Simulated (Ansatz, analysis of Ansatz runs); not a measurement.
**U centre (hydride ion on a halide site) in LiF: local vibrational mode, r2SCAN**

Aim: the local vibrational mode of the U centre (hydride ion on a halide site) in LiF, to be set beside the measurement. Set-up: r2SCAN, 128-site cell, r2SCAN lattice, 500 eV, k: the single point 1/4 1/4 1/4. The model is a cell of 128 host atoms with 1 F taken out and 1 H put in. The frequencies come from force constants among the defect atom and its neighbours, with the masses of the isotopes named. A meta-GGA costs about twice a GGA and mends lattice constants and part of the gap.

Measured beforehand: Threefold local mode of H-: 1024 cm⁻¹, by infrared absorption (4.2-77 K) (quoted in “Electronic Absorption and Internal and External Vibrational Data of Atomic and Molecular Ions Doped in Alkali Halide Crystals (NSRDS-NBS 52)”, 1974, S. C. Jain, A. V. R. Warrier, S. K. Agarwal, quoting earlier work (1969)). Threefold local mode of D-: 746 cm⁻¹, by infrared absorption (4.2-77 K) (quoted in “Electronic Absorption and Internal and External Vibrational Data of Atomic and Molecular Ions Doped in Alkali Halide Crystals (NSRDS-NBS 52)”, 1974, S. C. Jain, A. V. R. Warrier, S. K. Agarwal, quoting earlier work (1969)). The runs below try to reproduce this.

Program: Ansatz 0.2.0. Level of theory: plane-wave PAW DFT, r2SCAN; relaxation of all atoms of a defect supercell. Results are calculated unless marked as measured.

## (1) The starting structure

The cell holds 128 atoms: 64 Li, 63 F and 1 H. Cell: a = 11.285 Å, b = 11.285 Å, c = 11.285 Å, α = 60.0°, β = 60.0°, γ = 60.0°. It derives from LiF (space group Fm-3m). Nearest the centre at fractional (0.375, 0.625, 0.375): H52 at 0.00 Å, Li61 at 1.99 Å, Li59 at 1.99 Å, Li53 at 1.99 Å, Li91 at 1.99 Å, Li83 at 1.99 Å, Li85 at 1.99 Å, F22 at 2.82 Å.

The host's primitive cell comes from a first run (plane-wave PAW DFT, r2SCAN; relaxation of the host's cell and atoms): vectors of 2.821, 2.821 and 2.821 Å. That is 7.94 Å³ an atom, 2.8 % under the diffraction cell's volume. The supercell is built on it.

## (2) Relaxation, charge 0

Every later number rests on the structure around the defect, so the atoms are relaxed at the host's lattice first.

relax/input.yaml reads:

```yaml
relax:
  f_tol: 0.01
  max_steps: 80
  escape_saddle: false
crystal:
  lattice:
    - [0.0, 7.97957509, 7.97957509]
    - [7.97957509, 0.0, 7.97957509]
    - [7.97957509, 7.97957509, 0.0]
  atoms:
    - { symbol: Li, position: [0.0, 0.0, 0.0] }
    - { symbol: F, position: [0.125, 0.125, 0.125] }
[... 11 atom lines left out ...]
    - { symbol: F, position: [0.125, 0.375, 0.625] }
[... 5 atom lines left out ...]
    - { symbol: F, position: [0.125, 0.625, 0.375] }
[... 1 atom line left out ...]
    - { symbol: F, position: [0.125, 0.625, 0.625] }
[... 3 atom lines left out ...]
    - { symbol: F, position: [0.125, 0.875, 0.125] }
[... 1 atom line left out ...]
    - { symbol: F, position: [0.125, 0.875, 0.375] }
    - { symbol: Li, position: [0.0, 0.75, 0.5] }
    - { symbol: F, position: [0.125, 0.875, 0.625] }
[... 2 atom lines left out ...]
    - { symbol: Li, position: [0.25, 0.0, 0.0] }
[... 1 atom line left out ...]
    - { symbol: Li, position: [0.25, 0.0, 0.25] }
[... 8 atom lines left out ...]
    - { symbol: F, position: [0.375, 0.375, 0.375] }
    - { symbol: Li, position: [0.25, 0.25, 0.5] }
    - { symbol: F, position: [0.375, 0.375, 0.625] }
    - { symbol: Li, position: [0.25, 0.25, 0.75] }
[... 2 atom lines left out ...]
    - { symbol: F, position: [0.375, 0.625, 0.125] }
    - { symbol: Li, position: [0.25, 0.5, 0.25] }
    - { symbol: H, position: [0.375, 0.625, 0.375] }
    - { symbol: Li, position: [0.25, 0.5, 0.5] }
    - { symbol: F, position: [0.375, 0.625, 0.625] }
    - { symbol: Li, position: [0.25, 0.5, 0.75] }
[... 2 atom lines left out ...]
    - { symbol: F, position: [0.375, 0.875, 0.125] }
    - { symbol: Li, position: [0.25, 0.75, 0.25] }
    - { symbol: F, position: [0.375, 0.875, 0.375] }
    - { symbol: Li, position: [0.25, 0.75, 0.5] }
[... 3 atom lines left out ...]
    - { symbol: Li, position: [0.5, 0.0, 0.0] }
[... 1 atom line left out ...]
    - { symbol: Li, position: [0.5, 0.0, 0.25] }
[... 6 atom lines left out ...]
    - { symbol: F, position: [0.625, 0.375, 0.125] }
    - { symbol: Li, position: [0.5, 0.25, 0.25] }
    - { symbol: F, position: [0.625, 0.375, 0.375] }
    - { symbol: Li, position: [0.5, 0.25, 0.5] }
    - { symbol: F, position: [0.625, 0.375, 0.625] }
    - { symbol: Li, position: [0.5, 0.25, 0.75] }
[... 2 atom lines left out ...]
    - { symbol: F, position: [0.625, 0.625, 0.125] }
    - { symbol: Li, position: [0.5, 0.5, 0.25] }
    - { symbol: F, position: [0.625, 0.625, 0.375] }
    - { symbol: Li, position: [0.5, 0.5, 0.5] }
[... 3 atom lines left out ...]
    - { symbol: Li, position: [0.5, 0.75, 0.0] }
    - { symbol: F, position: [0.625, 0.875, 0.125] }
    - { symbol: Li, position: [0.5, 0.75, 0.25] }
[... 1 atom line left out ...]
    - { symbol: Li, position: [0.5, 0.75, 0.5] }
[... 13 atom lines left out ...]
    - { symbol: Li, position: [0.75, 0.25, 0.25] }
[... 1 atom line left out ...]
    - { symbol: Li, position: [0.75, 0.25, 0.5] }
[... 3 atom lines left out ...]
    - { symbol: Li, position: [0.75, 0.5, 0.0] }
[... 1 atom line left out ...]
    - { symbol: Li, position: [0.75, 0.5, 0.25] }
[... 5 atom lines left out ...]
    - { symbol: Li, position: [0.75, 0.75, 0.0] }
[... 1 atom line left out ...]
    - { symbol: Li, position: [0.75, 0.75, 0.25] }
[... 4 atom lines left out ...]
    - { symbol: F, position: [0.875, 0.875, 0.875] }
basis:
  ecutwfc: 500
  xc_grid: 2
hamiltonian:
  xc: r2scan
kpoints:
  mp_grid: { grid: [1, 1, 1], shift: [0.25, 0.25, 0.25] }
scf:
  occupations: { method: fermi_dirac, width: 0.01 }
  max_iter: 120
output:
  forces: true
checkpoint:
  write: "../relax.run"
  compress: false
  write_wavefunctions: true
  write_every: 100000
```

The run is started by

```bash
$ ansatz run input.yaml --threads 2 --pin off --max-ram 4710MiB --backend cpu --events-out ev --progress --plain --runs-dir out
```

Numbers of over 12 decimals in the logs are rounded to 6 here.

What it wrote:

```text
[... repeated set-up lines and file paths are left out, and long positions are rounded to six places ...]
Engine: ansatz 0.2.0, x86_64-unknown-linux-gnu
Pseudopotentials: kind: paw
Pseudopotential: Li, paw, valence charge 3, recommended cutoff 500 eV (meta_gga), Li.paw.azcp
Pseudopotential: F, paw, valence charge 7, recommended cutoff 500 eV (meta_gga), F.paw.azcp
Pseudopotential: H, paw, valence charge 1, recommended cutoff 500 eV (meta_gga), H.paw.azcp
Functional definition: r2SCAN
  parameter k0 = 0.174
  parameter k1 = 0.065
  parameter a1 = 4.9479
  exchange = r2scan_x(k0 = k0, k1 = k1, a1 = a1)
  correlation = r2scan_c
Crystal: 128 atoms, lattice volume = 1016.177 Å³
Basis set: ecut = 500 eV, 25821 PW (Γ), exchange–correlation on 180×180×180 points (8 copies of the dense FFT grid, shifted against one another)
Bands: 445, of which v1, the nominal top of the filled ones, is band 317 counted from 1 (316 counted from 0)
Symmetry: 12 space group operations
k-points: 1
Non-local potential: Li, projectors of the file, l = 0: 3, l = 1: 2, l = 2: 1
Non-local potential: F, projectors of the file, l = 0: 2, l = 1: 2, l = 2: 1
Non-local potential: H, projectors of the file, l = 0: 2, l = 1: 1
PAW form: soft (Blöchl's): semilocal exchange-correlation on the pseudo side does not see the compensation charge
PAW frozen core: F, regenerated for the run's functional (the file was generated under x = pbe(κ = 0.804, μ = 0.219515), c = pbe(β = 0.066725))
PAW one-centre angular grid: Li, 302 points (default); XC on 327 of its mesh's 2665 points in the sphere
PAW one-centre angular grid: F, 302 points (default); XC on 160 Gauss nodes
PAW one-centre angular grid: H, 302 points (default); XC on 160 Gauss nodes
Initial density: superposition of atomic densities (neutral atoms: chi_scale 0, normalization atom), corrected by the library's trained network
Initial wavefunctions: pseudopotential atomic-orbital guess
Functional: x = r2scan, c = r2scan; τ floored in thin density (d = 2e-4 eV/Å³)
SCF iter   1: F=—  HF=-64374.018696 eV  |F-HF|=—  |Δ(HF+E_count)|=         —  Δρ=7.38e-3  dr2=4.89e-1  dr2_τ=2.15e0  ethr=1.77e-3  ⟨swp⟩=6.0  Hψ=1936  notcnv=0  defer=50
preconditioner: auto → Resta (q_TF=auto, 2.522 Å⁻¹)  ε∞=2.4  [insulator: Δε(μ)=8.253 eV  Ē_g=22.061 eV  σ=0.010 eV  W_gap=1.00  n_scr=282 (ndim 8)  ℏωp=26.2 eV  f_vac=0.000  D(μ)=0.00/eV (n_scr^D=0)  ε∞_Penn≈2.4]
SCF iter   2: F=—  HF=-64376.765264 eV  |F-HF|=—  |Δ(HF+E_count)|=    2.75e0  Δρ=3.63e-3  dr2=5.73e-2  dr2_τ=1.32e-2  ethr=7.71e-5  ⟨swp⟩=3.0  Hψ=837  notcnv=0  defer=124
SCF iter   3: F=—  HF=-64376.766412 eV  |F-HF|=—  |Δ(HF+E_count)|=   1.15e-3  Δρ=1.27e-3  dr2=1.02e-2  dr2_τ=1.26e-3  ethr=9.04e-6  ⟨swp⟩=2.0  Hψ=325  notcnv=0  defer=124
SCF iter   4: F=—  HF=-64376.764632 eV  |F-HF|=—  |Δ(HF+E_count)|=   1.78e-3  Δρ=1.75e-4  dr2=1.30e-4  dr2_τ=3.11e-5  ethr=1.61e-6  ⟨swp⟩=2.0  Hψ=515  notcnv=0  defer=124
SCF iter   5: F=—  HF=-64376.766017 eV  |F-HF|=—  |Δ(HF+E_count)|=   1.39e-3  Δρ=3.67e-5  dr2=7.56e-6  dr2_τ=1.68e-6  ethr=2.05e-8  ⟨swp⟩=2.0  Hψ=572  notcnv=0  defer=124
SCF iter   6: F=-64376.766019 eV  HF=-64376.766019 eV  |F-HF|=8.01e-7  |Δ(HF+E_count)|=   2.63e-6  Δρ=1.48e-5  dr2=1.25e-6  dr2_τ=1.55e-7  ethr=3.94e-10  ⟨swp⟩=3.0  Hψ=1069  notcnv=0
SCF 1 converged in 6 iterations: F = -64376.766019 eV  dr2 = 1.25e-6
  greatest PAW one-centre occupation: 0.999 electrons in one spin orbital (limit 2), on the Li atom at site 120 (counted from 0), in its partial waves of l = 0
relax step   1: F+E_penalty+E_count = -64376.76601863 eV  Δ(F+E_penalty+E_count) = +0.000e0 eV  max|allowed force component| = 4.472e-2 eV/Å  Δτ_max = 0.0000 Å  (6 SCF iters, dr2 threshold 2.50e-6 eV, accepted)
[... the SCF cycles and remarks between the steps are left out from here to the last step ...]
relax step   2: F+E_penalty+E_count = -64376.76689032 eV  Δ(F+E_penalty+E_count) = -8.717e-4 eV  max|allowed force component| = 1.805e-2 eV/Å  Δτ_max = 0.0048 Å  (5 SCF iters, dr2 threshold 1.25e-7 eV, accepted)
SCF iter   1: F=—  HF=-64376.765191 eV  |F-HF|=—  |Δ(HF+E_count)|=         —  Δρ=1.68e-4  dr2=1.55e-4  dr2_τ=1.01e-3  ethr=1.97e-7  ⟨swp⟩=4.0  Hψ=1002  notcnv=0  defer=124
SCF iter   2: F=—  HF=-64376.765366 eV  |F-HF|=—  |Δ(HF+E_count)|=   1.75e-4  Δρ=9.30e-5  dr2=5.34e-5  dr2_τ=5.30e-6  ethr=2.45e-8  ⟨swp⟩=2.0  Hψ=774  notcnv=0  defer=124
SCF iter   3: F=—  HF=-64376.767199 eV  |F-HF|=—  |Δ(HF+E_count)|=   1.83e-3  Δρ=1.96e-5  dr2=2.20e-6  dr2_τ=3.34e-7  ethr=8.42e-9  ⟨swp⟩=2.0  Hψ=580  notcnv=0  defer=124
SCF iter   4: F=—  HF=-64376.767199 eV  |F-HF|=—  |Δ(HF+E_count)|=   1.47e-7  Δρ=7.91e-6  dr2=3.75e-7  dr2_τ=3.60e-8  ethr=3.47e-10  ⟨swp⟩=2.0  Hψ=559  notcnv=0  defer=124
SCF iter   5: F=-64376.767199 eV  HF=-64376.767199 eV  |F-HF|=3.17e-8  |Δ(HF+E_count)|=   1.05e-7  Δρ=3.23e-6  dr2=5.95e-8  dr2_τ=1.09e-8  ethr=1.58e-11  ⟨swp⟩=3.0  Hψ=1083  notcnv=0
SCF 3 converged in 5 iterations: F = -64376.767199 eV  dr2 = 5.95e-8
relax step   3: F+E_penalty+E_count = -64376.76719915 eV  Δ(F+E_penalty+E_count) = -3.088e-4 eV  max|allowed force component| = 6.736e-3 eV/Å  Δτ_max = 0.0031 Å  (5 SCF iters, accepted)
NSCF: frozen V_eff on 1 k-points
the search or the solves at the SCF's close seem to have found levels that the self-consistency loop had missed (the run counts 3). By its estimate they hold under 1e-12 electrons; where the run keeps them, the occupations were computed again with them
iter 1 solved again at ethr=9.23e-12 eV; its pass at ethr=3.10e-3 eV (dr2=5.85e-8 eV) is discarded
SCF iter   1: F=—  HF=-64376.767199 eV  |F-HF|=—  |Δ(HF+E_count)|=         —  Δρ=3.23e-6  dr2=5.96e-8  dr2_τ=1.09e-8  ethr=9.23e-12  ⟨swp⟩=1.0  Hψ=1235  notcnv=0
SCF iter   2: F=-64376.767199 eV  HF=-64376.767199 eV  |F-HF|=6.84e-10  |Δ(HF+E_count)|=   6.58e-9  Δρ=1.09e-6  dr2=7.95e-9  dr2_τ=9.53e-10  ethr=9.23e-12  ⟨swp⟩=3.0  Hψ=956  notcnv=0
SCF 4 converged in 2 iterations: F = -64376.767199 eV  dr2 = 7.95e-9
NSCF: frozen V_eff on 1 k-points
the band table was solved once a step of the walk had ended and its energy, with any forces and stress, was formed, with the checks that follow a solve (1347 applications of the Hamiltonian). They found nothing against the state; [...]
SCF converged after 2 iterations
Free energy (F): -64376.767199 eV
Harris-Foulkes:  -64376.767199 eV  (|F-HF|=6.84e-10)
Internal energy: -64376.767199 eV  (E = F + TS)
E sigma→0 (E₀):  -64376.767199 eV
Fermi energy:    6.964335 eV
--- Per-component energies (eV) ---
  E_band       = -8072.937772
  E_kinetic    = 14688.102996
  E_local      = -40527.771908  (includes V_loc(G=0)·N_el)
  E_nonlocal   = 2468.738035
  E_hartree    = 14265.479037
  E_xc         = -5763.781781
  E_vxc        = -8429.619228  (∫ρ·V_xc dr)
  E_paw        = -14204.025777  (= ΣΔE_a)
  E_vpaw       = -5413.719705  (= ΣTr[D̂ρ^β])
  E_aug_tail   = 0.072062  (compensation charges beyond the density's cutoff)
  E_vtau       = 610.302321  (kinetic-family band-sum trace: ∫τ·v_τ [+ j·A + Jᵃ·Aᵃ] dr)
  E_ewald      = -35301.602197
  E_core_change = -1.977666  (= ΣΔE_core)
  E_smearing   = -0.000000  (= −TS)
  E_closure    = -0.000000  (closes the sum)
  Σ components = -64376.767199   (vs F -64376.767199, Δ=0.00e0)
--- Forces (eV/Å), atoms counted from 1 ---
  atom   1  Li    -0.00002506     0.00057138    -0.00002506
  atom   2  F     -0.00016940    -0.00167545    -0.00016940
  [... 47 atoms left out ...]
  atom  50  F     -0.00147893    -0.00147893    -0.00004416
  [... 1 atom left out ...]
  atom  52  H      0.00000000     0.00000000    -0.00000000
  atom  53  Li    -0.00006442    -0.00006442    -0.00257433
  [... 4 atoms left out ...]
  atom  58  F      0.00000000    -0.00155432     0.00155432
  atom  59  Li    -0.00006442    -0.00257433    -0.00006442
  [... 1 atom left out ...]
  atom  61  Li     0.00257433     0.00006442     0.00006442
  [... 14 atoms left out ...]
  atom  76  F     -0.00155432     0.00155432    -0.00000000
  [... 6 atoms left out ...]
  atom  83  Li    -0.00257433    -0.00006442    -0.00006442
  [... 1 atom left out ...]
  atom  85  Li     0.00006442     0.00257433     0.00006442
  [... 5 atoms left out ...]
  atom  91  Li     0.00006442     0.00006442     0.00257433
  [... 37 atoms left out ...]
  max |Σ_I F_I| component: 5.07e-18 eV/Å
--- Band table (eV) ---
  k-point 0: bands = ["-41.3010", "-41.2837", "-41.2748", "-41.2748", [... 437 left out ...] "19.8730", "19.8807", "19.8845", "19.8845"]
--- Relaxed structure (3 steps of the walk, 3 accepted, 0 SCFs on fresh bases) ---
  F+E_penalty+E_count = -64376.76719915 eV   max|allowed force component| = 6.736e-3 eV/Å
  atoms:
    - { symbol: Li, position: [-3.071268674598351e-5, 2.9925752074151886e-5, -3.071268674598351e-5] }
    - { symbol: F, position: [0.124996, 0.124998, 0.124996] }
    [... 47 atoms left out ...]
    - { symbol: F, position: [0.374997, 0.624997, 0.124847] }
    [... 1 atom left out ...]
    - { symbol: H, position: [0.375, 0.625, 0.375] }
    - { symbol: Li, position: [0.249505, 0.499505, 0.500486] }
    [... 4 atoms left out ...]
    - { symbol: F, position: [0.375, 0.875151, 0.124849] }
    - { symbol: Li, position: [0.249505, 0.750486, 0.249505] }
    [... 1 atom left out ...]
    - { symbol: Li, position: [0.249514, 0.750495, 0.500495] }
    [... 14 atoms left out ...]
    - { symbol: F, position: [0.625151, 0.374849, 0.375] }
    [... 6 atoms left out ...]
    - { symbol: Li, position: [0.500486, 0.499505, 0.249505] }
    [... 1 atom left out ...]
    - { symbol: Li, position: [0.500495, 0.499514, 0.500495] }
    [... 5 atoms left out ...]
    - { symbol: Li, position: [0.500495, 0.750495, 0.249514] }
    [... 37 atoms left out ...]
```

Wall time 98 s (2 threads of Intel Xeon Platinum 8375C at 2.90GHz (Ice Lake), shared host); peak memory 3.7 GiB; 3.1 min of CPU time.

[end of part 1 of 2]

[Logs are printed without paths, hosts, clocks, repeated set-up lines and the standing remarks that a program may print on its own settings, such as how far it seeks lower states.]

[Hosts, paths, dates, database ids (printed as entryN), source tags and the programs' standing remarks are cut or masked in the printed files.]

[For some hosts the program warned that the k-mesh of the response run may be too coarse for force constants and the static dielectric constant; such warnings are not shown here.]
